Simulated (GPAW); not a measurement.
Consider YSn3 (Pm-3m).

```
Sn Y
1.0
     4.66600    0.00000    0.00000
     0.00000    4.66600    0.00000
     0.00000    0.00000    4.66600
Sn Y
3 1
Direct
  0.50000 0.50000 0.00000
  0.50000 0.00000 0.50000
  0.00000 0.50000 0.50000
  0.00000 0.00000 0.00000
```

Absorber: atom 1, with 2 Sn at 3.30 Å, 2 Y at 3.30 Å, 4 Sn at 3.30 Å, 1 Y at 3.30 Å, 1 Sn at 3.30 Å, 1 Y at 3.30 Å and 1 Sn at 3.30 Å (cuboctahedral, site symmetry 4/mmm). Method: GPAW, LDA, excited-electron core hole (neutral cell), 8-atom cell with 6.6 Å between holes, 5×5×5 k points, dipole transitions, Gaussian full width 8.49 eV.

Question: Where do the maxima of the Sn K edge fall?

Main maxima up to 28 eV above the zero (height): 4.6 eV (1.22) and 20.6 eV (1.08). A K edge sees empty p states on the absorber. 

The Sn K spectrum (energy from the lowest empty level; intensity scaled to a mean of 1 over the first 20 eV):

```
E (eV)  intensity
 -2.00       0.44
 -1.25       0.56
 -0.50       0.69
  0.25       0.81
  1.00       0.93
  1.75       1.04
  2.50       1.12
  3.25       1.18
  4.00       1.21
  4.75       1.22
  5.50       1.20
  6.25       1.16
  7.00       1.11
  7.75       1.06
  8.50       1.00
  9.25       0.95
 10.00       0.91
 10.75       0.87
 11.50       0.85
 12.25       0.84
 13.00       0.84
 13.75       0.85
 14.50       0.87
 15.25       0.89
 16.00       0.93
 16.75       0.96
 17.50       1.00
 18.25       1.03
 19.00       1.06
 19.75       1.08
 20.50       1.08
 21.25       1.08
 22.00       1.06
 22.75       1.03
 23.50       1.00
 24.25       0.96
 25.00       0.92
 25.75       0.89
 26.50       0.86
 27.25       0.83
 28.00       0.81
 28.75       0.79
 29.50       0.78
 30.25       0.78
 31.00       0.78
 31.75       0.78
```

The script folds with a Gaussian, whereas the core hole's own line is a Lorentzian, so the onset is too steep and the first peak too high. Lifetime broadening is put in by hand, and intensities beyond about 20 eV depend on it and on the partial waves. The structure is a published determination, not relaxed.

[Banner, clock and machine lines of the logs are left out without a mark of their own.]

[Logs are printed without paths, hosts, clocks, repeated set-up lines and the standing remarks that a program may print on its own settings, such as how far it seeks lower states.]

[Hosts, paths, dates, database ids (printed as entryN), source tags and the programs' standing remarks are cut or masked in the printed files.]

[Lists of maxima count a maximum above −3 eV only where it reaches 4 % of the highest in the window and stands out from its surroundings by 2 % of it (1.5 % where it reaches 55 %); shoulders and weaker maxima are passed over, and of the rest the first, up to two pre-edge ones and the few strongest are named.]
